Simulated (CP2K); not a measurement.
Two runs for the C K edge of formyl cation. Run A: CP2K XAS_TDP, all-electron GAPW, PBEh(45%), aug-cc-pVTZ, TDA, no relativity. Run B differs in one setting.

First lines with a strength over 0.0015. A:

| atom | energy (eV) | states | strength, one atom |
| --- | --- | --- | --- |
| C1 (bonded to O and H) | 282.84 | 2 | 0.1600 |
|  | 288.73 | 1 | 0.0063 |
|  | 292.32 | 1 | 0.0078 |
|  | 294.08 | 2 | 0.0295 |
|  | 296.89 | 2 | 0.0026 |

B:

```csv
atom,energy (eV),states,"strength, one atom"
C1 (bonded to O and H),290.09,2,0.1560
,295.98,1,0.0061
,299.58,1,0.0076
,301.33,2,0.0288
,304.14,2,0.0025
```

**Question.** Which was it: GW2X switched on, the basis, scalar relativity switched on, the functional?

GW2X switched on. GW2X shifts an atom's lines together and keeps their spacings. Against PBEh(45%) in aug-cc-pVTZ, the leading line moves by +7.25 eV, to 290.09 eV.

[Banner, clock and machine lines of the logs are left out without a mark of their own.]

[Logs are printed without paths, hosts, clocks, repeated set-up lines and the standing remarks that a program may print on its own settings, such as how far it seeks lower states.]

[Hosts, paths, dates, database ids (printed as entryN), source tags and the programs' standing remarks are cut or masked in the printed files.]
